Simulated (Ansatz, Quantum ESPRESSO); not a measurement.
# Evanescent states of SrO, rock salt type, lattice constant set to 5.274 Å, part 2 of 4

Aim: how fast states decay in the gap of SrO, rock salt type, lattice constant set to 5.274 Å.

Quantum ESPRESSO 7.5; plane-wave DFT, LDA, GBRV ultrasoft pseudopotentials; cross-check by Ansatz 0.2.0 with PAW datasets.

So far. Step 2 (SCF with pw.x): The run needed 13 iterations to bring the estimated error under 1e-09 Ry.

### 3. Complex bands with pwcond.x

Level of this step: complex band structure by pwcond; plane-wave DFT, LDA, GBRV ultrasoft pseudopotentials (Quantum ESPRESSO).

ikind = 0 solves one period of the crystal for all kz, real and complex, at each energy and k across. ewind and epsproj trim the two-dimensional plane-wave basis; nz1 sets the subslabs.

cbs.in reads:

```
&inputcond
  outdir = './out'
  prefixl = 'scf'
  band_file = 'cbs'
  ikind = 0
  ewind = 4.0
  epsproj = 1e-05
  nz1 = 7
  energy0 = 7.44
  denergy = -0.24
/
4
  0.00000000 0.00000000 1.00000000
  0.50000000 0.00000000 1.00000000
  0.50000000 0.50000000 1.00000000
  0.25000000 0.00000000 1.00000000
40
```

Command:

```
OMP_NUM_THREADS=1 mpirun -n 2 pwcond.x -in cbs.in > cbs.out
```

What it wrote:

```text
[banner, memory and clock lines left out]
Program PWCOND v.7.5 starts

          URL

     ./out/scf.save/

     IMPORTANT: XC functional enforced from input :
     Exchange-correlation= PZ
                           (   1   1   0   0   0   0   0)
     Any further DFT definition will be discarded
     Please, verify this is what you really want

     Check: negative core charge=   -0.000003

     negative rho (up, down):  1.296E-01 0.000E+00
     Reading collected, re-writing distributed wavefunctions

===== INPUT FILE containing the left lead =====

     GEOMETRY:

     lattice parameter (alat)  =       7.0473  a.u.
     the volume                =     494.9792 (a.u.)^3
     the cross section         =      49.6647 (a.u.)^2
     l of the unit cell        =       1.4142 (alat)
     number of atoms/cell      =            4
     number of atomic types    =            2

     crystal axes: (cart. coord. in units of alat)
               a(1) = (  1.0000  0.0000  0.0000 )
               a(2) = (  0.0000  1.0000  0.0000 )
               a(3) = (  0.0000  0.0000  1.4142 )

   Cartesian axes

     site n.     atom                  positions (alat units)
          1        Sr     tau(  1)=(  0.0000  0.0000  1.4142  )
          2        O      tau(  2)=(  0.5000  0.5000  1.4142  )
          3        Sr     tau(  3)=(  0.5000  0.5000  0.7071  )
          4        O      tau(  4)=(  0.0000  0.0000  0.7071  )

     nr1s                      =           30
     nr2s                      =           30
     nr3s                      =           45
     nr1sx                     =           30
     nr2sx                     =           30
     nr3sx                     =           45
     nr1                       =           32
     nr2                       =           32
     nr3                       =           45
     nr1x                      =           32
     nr2x                      =           32
     nr3x                      =           45

 _______________________________
  Radii of nonlocal spheres:

     type       ibeta     ang. mom.          radius (alat units)
       Sr         1         0                    0.2415
       Sr         2         0                    0.2415
       Sr         3         1                    0.2415
       Sr         4         1                    0.2415
       Sr         5         2                    0.2415
       Sr         6         2                    0.2415
       O          1         0                    0.1778
       O          2         0                    0.1778
       O          3         1                    0.1778
       O          4         1                    0.1778
       O          5         2                    0.1778
----- General information -----

----- Complex band structure calculation -----

     nrx                       =           30
     nry                       =           30
     nz1                       =            7

     energy0               =         7.4E+00
     denergy               =        -2.4E-01
     nenergy               =         40
     ecut2d                =         4.0E+01
     ewind                 =         4.0E+00
     epsproj               =         1.0E-05

     number of k_|| points=    4
                       cryst. coord.
        k(    1) = (   0.0000000   0.0000000), wk =   0.2500000
        k(    2) = (   0.5000000   0.0000000), wk =   0.2500000
        k(    3) = (   0.5000000   0.5000000), wk =   0.2500000
        k(    4) = (   0.2500000   0.0000000), wk =   0.2500000
----- Information about left lead -----

     nocros                   =           31
     noins                    =           31
     norb                     =           93
     norbf                    =           93
     nrz                      =           45

      iorb      type   ibeta   ang. mom.   m       position (alat)
        1        1       1        0        1   taunew(   1)=(  0.0000  0.0000  0.0000)
        2        1       2        0        1   taunew(   2)=(  0.0000  0.0000  0.0000)
        3        1       3        1        1   taunew(   3)=(  0.0000  0.0000  0.0000)
        4        1       3        1        2   taunew(   4)=(  0.0000  0.0000  0.0000)
        5        1       3        1        3   taunew(   5)=(  0.0000  0.0000  0.0000)
        6        1       4        1        1   taunew(   6)=(  0.0000  0.0000  0.0000)
        7        1       4        1        2   taunew(   7)=(  0.0000  0.0000  0.0000)
        8        1       4        1        3   taunew(   8)=(  0.0000  0.0000  0.0000)
        9        1       5        2        1   taunew(   9)=(  0.0000  0.0000  0.0000)
       10        1       5        2        2   taunew(  10)=(  0.0000  0.0000  0.0000)
       11        1       5        2        3   taunew(  11)=(  0.0000  0.0000  0.0000)
       12        1       5        2        4   taunew(  12)=(  0.0000  0.0000  0.0000)
       13        1       5        2        5   taunew(  13)=(  0.0000  0.0000  0.0000)
       14        1       6        2        1   taunew(  14)=(  0.0000  0.0000  0.0000)
       15        1       6        2        2   taunew(  15)=(  0.0000  0.0000  0.0000)
       16        1       6        2        3   taunew(  16)=(  0.0000  0.0000  0.0000)
       17        1       6        2        4   taunew(  17)=(  0.0000  0.0000  0.0000)
       18        1       6        2        5   taunew(  18)=(  0.0000  0.0000  0.0000)
       19        2       1        0        1   taunew(  19)=(  0.5000  0.5000  0.0000)
       20        2       2        0        1   taunew(  20)=(  0.5000  0.5000  0.0000)
       21        2       3        1        1   taunew(  21)=(  0.5000  0.5000  0.0000)
       22        2       3        1        2   taunew(  22)=(  0.5000  0.5000  0.0000)
       23        2       3        1        3   taunew(  23)=(  0.5000  0.5000  0.0000)
       24        2       4        1        1   taunew(  24)=(  0.5000  0.5000  0.0000)
       25        2       4        1        2   taunew(  25)=(  0.5000  0.5000  0.0000)
       26        2       4        1        3   taunew(  26)=(  0.5000  0.5000  0.0000)
       27        2       5        2        1   taunew(  27)=(  0.5000  0.5000  0.0000)
       28        2       5        2        2   taunew(  28)=(  0.5000  0.5000  0.0000)
       29        2       5        2        3   taunew(  29)=(  0.5000  0.5000  0.0000)
       30        2       5        2        4   taunew(  30)=(  0.5000  0.5000  0.0000)
       31        2       5        2        5   taunew(  31)=(  0.5000  0.5000  0.0000)
       32        1       1        0        1   taunew(  32)=(  0.5000  0.5000  0.7071)
       33        1       2        0        1   taunew(  33)=(  0.5000  0.5000  0.7071)
       34        1       3        1        1   taunew(  34)=(  0.5000  0.5000  0.7071)
       35        1       3        1        2   taunew(  35)=(  0.5000  0.5000  0.7071)
       36        1       3        1        3   taunew(  36)=(  0.5000  0.5000  0.7071)
       37        1       4        1        1   taunew(  37)=(  0.5000  0.5000  0.7071)
       38        1       4        1        2   taunew(  38)=(  0.5000  0.5000  0.7071)
       39        1       4        1        3   taunew(  39)=(  0.5000  0.5000  0.7071)
       40        1       5        2        1   taunew(  40)=(  0.5000  0.5000  0.7071)
       41        1       5        2        2   taunew(  41)=(  0.5000  0.5000  0.7071)
       42        1       5        2        3   taunew(  42)=(  0.5000  0.5000  0.7071)
       43        1       5        2        4   taunew(  43)=(  0.5000  0.5000  0.7071)
       44        1       5        2        5   taunew(  44)=(  0.5000  0.5000  0.7071)
       45        1       6        2        1   taunew(  45)=(  0.5000  0.5000  0.7071)
       46        1       6        2        2   taunew(  46)=(  0.5000  0.5000  0.7071)
       47        1       6        2        3   taunew(  47)=(  0.5000  0.5000  0.7071)
       48        1       6        2        4   taunew(  48)=(  0.5000  0.5000  0.7071)
       49        1       6        2        5   taunew(  49)=(  0.5000  0.5000  0.7071)
       50        2       1        0        1   taunew(  50)=(  0.0000  0.0000  0.7071)
       51        2       2        0        1   taunew(  51)=(  0.0000  0.0000  0.7071)
       52        2       3        1        1   taunew(  52)=(  0.0000  0.0000  0.7071)
       53        2       3        1        2   taunew(  53)=(  0.0000  0.0000  0.7071)
       54        2       3        1        3   taunew(  54)=(  0.0000  0.0000  0.7071)
       55        2       4        1        1   taunew(  55)=(  0.0000  0.0000  0.7071)
       56        2       4        1        2   taunew(  56)=(  0.0000  0.0000  0.7071)
       57        2       4        1        3   taunew(  57)=(  0.0000  0.0000  0.7071)
       58        2       5        2        1   taunew(  58)=(  0.0000  0.0000  0.7071)
       59        2       5        2        2   taunew(  59)=(  0.0000  0.0000  0.7071)
       60        2       5        2        3   taunew(  60)=(  0.0000  0.0000  0.7071)
       61        2       5        2        4   taunew(  61)=(  0.0000  0.0000  0.7071)
       62        2       5        2        5   taunew(  62)=(  0.0000  0.0000  0.7071)
       63        1       1        0        1   taunew(  63)=(  0.0000  0.0000  1.4142)
       64        1       2        0        1   taunew(  64)=(  0.0000  0.0000  1.4142)
       65        1       3        1        1   taunew(  65)=(  0.0000  0.0000  1.4142)
       66        1       3        1        2   taunew(  66)=(  0.0000  0.0000  1.4142)
       67        1       3        1        3   taunew(  67)=(  0.0000  0.0000  1.4142)
       68        1       4        1        1   taunew(  68)=(  0.0000  0.0000  1.4142)
       69        1       4        1        2   taunew(  69)=(  0.0000  0.0000  1.4142)
       70        1       4        1        3   taunew(  70)=(  0.0000  0.0000  1.4142)
       71        1       5        2        1   taunew(  71)=(  0.0000  0.0000  1.4142)
       72        1       5        2        2   taunew(  72)=(  0.0000  0.0000  1.4142)
       73        1       5        2        3   taunew(  73)=(  0.0000  0.0000  1.4142)
       74        1       5        2        4   taunew(  74)=(  0.0000  0.0000  1.4142)
       75        1       5        2        5   taunew(  75)=(  0.0000  0.0000  1.4142)
       76        1       6        2        1   taunew(  76)=(  0.0000  0.0000  1.4142)
       77        1       6        2        2   taunew(  77)=(  0.0000  0.0000  1.4142)
       78        1       6        2        3   taunew(  78)=(  0.0000  0.0000  1.4142)
       79        1       6        2        4   taunew(  79)=(  0.0000  0.0000  1.4142)
       80        1       6        2        5   taunew(  80)=(  0.0000  0.0000  1.4142)
       81        2       1        0        1   taunew(  81)=(  0.5000  0.5000  1.4142)
       82        2       2        0        1   taunew(  82)=(  0.5000  0.5000  1.4142)
       83        2       3        1        1   taunew(  83)=(  0.5000  0.5000  1.4142)
       84        2       3        1        2   taunew(  84)=(  0.5000  0.5000  1.4142)
       85        2       3        1        3   taunew(  85)=(  0.5000  0.5000  1.4142)
       86        2       4        1        1   taunew(  86)=(  0.5000  0.5000  1.4142)
       87        2       4        1        2   taunew(  87)=(  0.5000  0.5000  1.4142)
       88        2       4        1        3   taunew(  88)=(  0.5000  0.5000  1.4142)
       89        2       5        2        1   taunew(  89)=(  0.5000  0.5000  1.4142)
       90        2       5        2        2   taunew(  90)=(  0.5000  0.5000  1.4142)
       91        2       5        2        3   taunew(  91)=(  0.5000  0.5000  1.4142)
       92        2       5        2        4   taunew(  92)=(  0.5000  0.5000  1.4142)
       93        2       5        2        5   taunew(  93)=(  0.5000  0.5000  1.4142)
 ngper, shell number =          161          25
 ngper, n2d =          161          97
---  E-Ef =    7.4400000  k =    0.0000000   0.0000000
---  ie =          1  ik =          1
 Nchannels of the left tip =            2
 Right moving states:
   k1(2pi/a)   k2(2pi/a)   E-Ef (eV)
   0.4019221   0.0000000   7.4400000
   0.4019221   0.0000000   7.4400000
 Left moving states:
   k1(2pi/a)   k2(2pi/a)   E-Ef (eV)
  -0.4019221  -0.0000000   7.4400000
  -0.4019221  -0.0000000   7.4400000

---  E-Ef =    7.2000000  k =    0.0000000   0.0000000
---  ie =          2  ik =          1
 Nchannels of the left tip =            3
 Right moving states:
   k1(2pi/a)   k2(2pi/a)   E-Ef (eV)
  -0.0572258  -0.0000000   7.2000000
   0.3630332   0.0000000   7.2000000
   0.3630332   0.0000000   7.2000000
 Left moving states:
   k1(2pi/a)   k2(2pi/a)   E-Ef (eV)
   0.0572258  -0.0000000   7.2000000
  -0.3630332  -0.0000000   7.2000000
  -0.3630332  -0.0000000   7.2000000
[... further energies and points left out ...]
---  E-Ef =   -1.6800000  k =    0.2500000   0.0000000
---  ie =         39  ik =          4
 Nchannels of the left tip =            0
 Right moving states:
   k1(2pi/a)   k2(2pi/a)   E-Ef (eV)
 Left moving states:
   k1(2pi/a)   k2(2pi/a)   E-Ef (eV)

---  E-Ef =   -1.9200000  k =    0.2500000   0.0000000
---  ie =         40  ik =          4
 Nchannels of the left tip =            0
 Right moving states:
   k1(2pi/a)   k2(2pi/a)   E-Ef (eV)
 Left moving states:
   k1(2pi/a)   k2(2pi/a)   E-Ef (eV)

Note: The following floating-point exceptions are signalling: IEEE_UNDERFLOW_FLAG IEEE_DENORMAL
Note: The following floating-point exceptions are signalling: IEEE_UNDERFLOW_FLAG IEEE_DENORMAL
```

Wall time 98 s (2 MPI ranks of Intel Xeon Platinum 8375C at 2.90GHz (Ice Lake), shared host); peak memory 0.15 GiB; 3.3 min of CPU time.

Numbers from this step:

| Item | Value |
| --- | --- |
| peak of the smallest κ at the zone centre | 0.247 Å⁻¹ |
| energy of the peak at the zone centre | 1.68 eV |
| peak of the smallest κ at (1/2, 0) | 0.427 Å⁻¹ |
| peak of the smallest κ at (1/2, 1/2) | 0.359 Å⁻¹ |
| peak of the smallest κ at (1/4, 0) | 0.329 Å⁻¹ |

K across = (0, 0) in the cell's reciprocal vectors; values within 0.0025 1/Å of each other count once, columns are sorted by size at each energy, a dash where no further value was kept. Table of Im kz of the slowest decaying states by energy, zero at the highest filled level of the SCF mesh:

| energy (eV) | decay 1 (Å⁻¹) | decay 2 (Å⁻¹) | decay 3 (Å⁻¹) |
| --- | --- | --- | --- |
| -1.92 | 0.305 | 0.946 | 1.23 |
| -1.68 | 0.248 | 0.908 | 1.20 |
| -1.44 | 0.163 | 0.866 | 1.17 |
| -1.20 | 0.816 | 1.14 | 1.37 |
| -0.96 | 0.758 | 1.11 | 1.35 |
| -0.72 | 0.683 | 1.08 | 1.32 |
| -0.48 | 0.093 | 0.575 | 1.05 |
| -0.24 | 0.215 | 0.357 | 1.01 |
| 0.00 | 0.014 | 0.024 | 0.278 |
| 0.24 | 0.134 | 0.322 | 0.399 |
| 0.72 | 0.207 | 0.383 | 0.534 |
| 0.96 | 0.226 | 0.405 | 0.562 |
| 1.20 | 0.238 | 0.424 | 0.579 |
| 1.44 | 0.245 | 0.439 | 0.588 |
| 1.68 | 0.247 | 0.452 | 0.592 |
| 1.92 | 0.244 | 0.464 | 0.592 |
| 2.16 | 0.237 | 0.473 | 0.569 |
| 2.40 | 0.224 | 0.481 | 0.5 |
| 2.64 | 0.203 | 0.419 | 0.488 |
| 2.88 | 0.172 | 0.318 | 0.493 |
| 3.12 | 0.119 | 0.158 | 0.497 |
| 3.36 | 0.5 | 0.535 | 0.775 |
| 3.60 | 0.502 | 0.517 | 0.738 |
| 3.84 | 0.497 | 0.504 | 0.701 |
| 4.08 | 0.475 | 0.504 | 0.666 |
| 4.32 | 0.449 | 0.503 | 0.632 |
| 4.56 | 0.421 | 0.501 | 0.6 |
| 4.80 | 0.388 | 0.499 | 0.57 |
| 5.28 | 0.307 | 0.491 | 0.515 |
| 5.52 | 0.253 | 0.485 | 0.489 |
| 5.76 | 0.18 | 0.464 | 0.479 |
| 6.00 | 0.017 | 0.439 | 0.471 |
| 6.24 | 0.157 | 0.413 | 0.461 |
| 6.48 | 0.213 | 0.387 | 0.45 |
| 6.72 | 0.25 | 0.358 | 0.437 |
| 6.96 | 0.278 | 0.327 | 0.421 |
| 7.20 | 0.292 | 0.299 | 0.403 |
| 7.44 | 0.151 | 0.251 | 0.315 |

K across = (0, 0) in the cell's reciprocal vectors. Re kz of states that move upwards against energy, zero at the highest filled level of the SCF mesh:

| energy (eV) | channel 1 (Å⁻¹) | channel 2 (Å⁻¹) | channel 3 (Å⁻¹) |
| --- | --- | --- | --- |
| -1.92 | - | - | - |
| -1.68 | - | - | - |
| -1.20 | -0.498 | -0.463 | - |
| -0.96 | -0.381 | -0.320 | - |
| -0.72 | -0.299 | -0.196 | - |
| -0.24 | -0.149 | - | - |
| 0.00 | - | - | - |
| 0.24 | - | - | - |
| 0.72 | - | - | - |
| 0.96 | - | - | - |
| 1.20 | - | - | - |
| 1.68 | - | - | - |
| 1.92 | - | - | - |
| 2.16 | - | - | - |
| 2.64 | - | - | - |
| 2.88 | - | - | - |
| 3.36 | 0.0691 | 0.228 | - |
| 3.60 | 0.168 | 0.362 | - |
| 3.84 | 0.238 | 0.460 | - |
| 4.32 | -0.576 | 0.362 | - |
| 4.56 | -0.508 | 0.421 | - |
| 4.80 | -0.443 | 0.479 | - |
| 5.28 | -0.315 | 0.593 | - |
| 5.52 | -0.543 | -0.247 | - |
| 5.76 | -0.488 | -0.167 | - |
| 6.24 | -0.376 | 0.187 | 0.187 |
| 6.48 | -0.319 | 0.266 | 0.266 |
| 6.72 | -0.256 | 0.328 | 0.328 |
| 7.20 | -0.0682 | 0.432 | 0.432 |
| 7.44 | 0.479 | 0.479 | - |

K across = (1/2, 0) in the cell's reciprocal vectors; values within 0.0025 1/Å of each other count once, columns are sorted by size at each energy, a dash where no further value was kept. The Im kz of the slowest decaying states by energy, zero at the highest filled level of the SCF mesh:

| energy (eV) | decay 1 (Å⁻¹) | decay 2 (Å⁻¹) | decay 3 (Å⁻¹) |
| --- | --- | --- | --- |
| -1.92 | 0.595 | 0.756 | 1.84 |
| -1.68 | 0.514 | 0.691 | 1.82 |
| -1.20 | 0.274 | 0.377 | 0.462 |
| -0.96 | 0.461 | 1.77 | 2.26 |
| -0.72 | 0.423 | 0.519 | 1.75 |
| -0.24 | 0.187 | 0.587 | 0.612 |
| 0.00 | 0.256 | 0.608 | 0.655 |
| 0.24 | 0.299 | 0.622 | 0.684 |
| 0.72 | 0.353 | 0.639 | 0.72 |
| 0.96 | 0.371 | 0.642 | 0.732 |
| 1.20 | 0.385 | 0.643 | 0.739 |
| 1.68 | 0.406 | 0.638 | 0.747 |
| 1.92 | 0.414 | 0.633 | 0.748 |
| 2.16 | 0.419 | 0.626 | 0.747 |
| 2.64 | 0.426 | 0.607 | 0.741 |
| 2.88 | 0.427 | 0.595 | 0.736 |
| 3.36 | 0.425 | 0.566 | 0.723 |
| 3.60 | 0.422 | 0.549 | 0.714 |
| 3.84 | 0.418 | 0.53 | 0.704 |
| 4.32 | 0.406 | 0.483 | 0.681 |
| 4.56 | 0.398 | 0.455 | 0.668 |
| 4.80 | 0.389 | 0.42 | 0.653 |
| 5.28 | 0.346 | 0.62 | 1.03 |
| 5.52 | 0.29 | 0.315 | 0.601 |
| 5.76 | 0.169 | 0.286 | 0.581 |
| 6.24 | 0.145 | 0.227 | 0.533 |
| 6.48 | 0.483 | 0.504 | 0.593 |
| 6.72 | 0.472 | 0.487 | 0.637 |
| 7.20 | 0.366 | 0.388 | 0.779 |
| 7.44 | 0.32 | 0.33 | 0.814 |

K across = (1/2, 1/2) in the cell's reciprocal vectors; values within 0.0025 1/Å of each other count once, columns are sorted by size at each energy, a dash where no further value was kept. Table of Im kz of the slowest decaying states by energy, zero at the highest filled level of the SCF mesh:

| energy (eV) | decay 1 (Å⁻¹) | decay 2 (Å⁻¹) | decay 3 (Å⁻¹) |
| --- | --- | --- | --- |
| -1.92 | 0.353 | 0.853 | 1.87 |
| -1.68 | 0.309 | 0.807 | 1.85 |
| -1.20 | 0.166 | 0.688 | 1.82 |
| -0.96 | 0.603 | 1.80 | 2.12 |
| -0.72 | 0.467 | 1.78 | 2.10 |
| -0.24 | 0.649 | 1.74 | 2.07 |
| 0.00 | 0.13 | 0.201 | 0.751 |
| 0.24 | 0.211 | 0.301 | 0.817 |
| 0.72 | 0.295 | 0.365 | 0.9 |
| 0.96 | 0.321 | 0.373 | 0.93 |
| 1.20 | 0.343 | 0.372 | 0.954 |
| 1.68 | 0.35 | 0.373 | 0.991 |
| 1.92 | 0.331 | 0.384 | 1.00 |
| 2.16 | 0.307 | 0.393 | 1.02 |
| 2.64 | 0.235 | 0.405 | 1.04 |
| 2.88 | 0.181 | 0.409 | 1.04 |
| 3.36 | 0.412 | 1.05 | 1.39 |
| 3.60 | 0.411 | 1.06 | 1.36 |
| 3.84 | 0.409 | 1.06 | 1.33 |
| 4.32 | 0.402 | 1.07 | 1.27 |
| 4.56 | 0.396 | 1.07 | 1.24 |
| 4.80 | 0.389 | 1.07 | 1.21 |
| 5.28 | 0.37 | 1.07 | 1.15 |
| 5.52 | 0.357 | 1.07 | 1.11 |
| 5.76 | 0.342 | 1.07 | 1.08 |
| 6.24 | 0.301 | 1.00 | 1.07 |
| 6.48 | 0.272 | 0.965 | 1.07 |
| 6.72 | 0.235 | 0.923 | 1.07 |
| 7.20 | 0.071 | 0.832 | 1.07 |
| 7.44 | 0.782 | 1.07 | 1.43 |

K across = (1/4, 0) in the cell's reciprocal vectors; values within 0.0025 1/Å of each other count once, columns are sorted by size at each energy, a dash where no further value was kept. The Im kz of the slowest decaying states by energy, zero at the highest filled level of the SCF mesh:

| energy (eV) | decay 1 (Å⁻¹) | decay 2 (Å⁻¹) | decay 3 (Å⁻¹) |
| --- | --- | --- | --- |
| -1.92 | 0.24 | 0.759 | 0.851 |
| -1.68 | 0.135 | 0.702 | 0.803 |
| -1.20 | 0.533 | 0.675 | 1.35 |
| -0.96 | 0.078 | 0.375 | 0.574 |
| -0.72 | 0.311 | 0.331 | 0.388 |
| -0.24 | 0.239 | 0.431 | 0.493 |
| 0.00 | 0.142 | 0.294 | 0.522 |
| 0.24 | 0.207 | 0.333 | 0.561 |
| 0.72 | 0.272 | 0.385 | 0.589 |
| 0.96 | 0.292 | 0.405 | 0.595 |
| 1.20 | 0.306 | 0.421 | 0.598 |
| 1.68 | 0.323 | 0.445 | 0.594 |
| 1.92 | 0.327 | 0.454 | 0.588 |
| 2.16 | 0.329 | 0.462 | 0.581 |
| 2.64 | 0.324 | 0.473 | 0.56 |
| 2.88 | 0.318 | 0.477 | 0.546 |
| 3.36 | 0.298 | 0.481 | 0.514 |
| 3.60 | 0.282 | 0.48 | 0.495 |
| 3.84 | 0.261 | 0.473 | 0.546 |
| 4.32 | 0.196 | 0.319 | 0.421 |
| 4.56 | 0.095 | 0.139 | 0.389 |
| 4.80 | 0.35 | 0.469 | 0.479 |
| 5.28 | 0.231 | 0.407 | 0.469 |
| 5.52 | 0.082 | 0.37 | 0.463 |
| 5.76 | 0.05 | 0.326 | 0.456 |
| 6.24 | 0.188 | 0.2 | 0.44 |
| 6.48 | 0.066 | 0.191 | 0.431 |
| 6.72 | 0.169 | 0.421 | 0.511 |
| 7.20 | 0.165 | 0.41 | 0.424 |
| 7.44 | 0.054 | 0.292 | 0.368 |

The program's own clock; routines nest. Time by routine:

| routine | wall time (s) | calls |
| --- | --- | --- |
| PWCOND | 97.41 | 1 |
| scatter_forw | 53.85 | 160 |
| compbs | 42.04 | 160 |
| compbs_2 | 40.18 | 160 |
| local | 1.01 | 4 |
| init | 0.49 | 1 |
| poten | 0.07 | 1 |

(Part 2 of 4 ends here.)

[Logs are printed without paths, hosts, clocks, repeated set-up lines and the standing remarks that a program may print on its own settings, such as how far it seeks lower states.]

[Hosts, paths, dates, database ids (printed as entryN), source tags and the programs' standing remarks are cut or masked in the printed files.]

[Maps of the electrostatic potential energy from Ansatz leave out the sawtooth potential of an applied field or a dipole correction, so their vacuum need not be flat; planar profiles and work functions include it.]
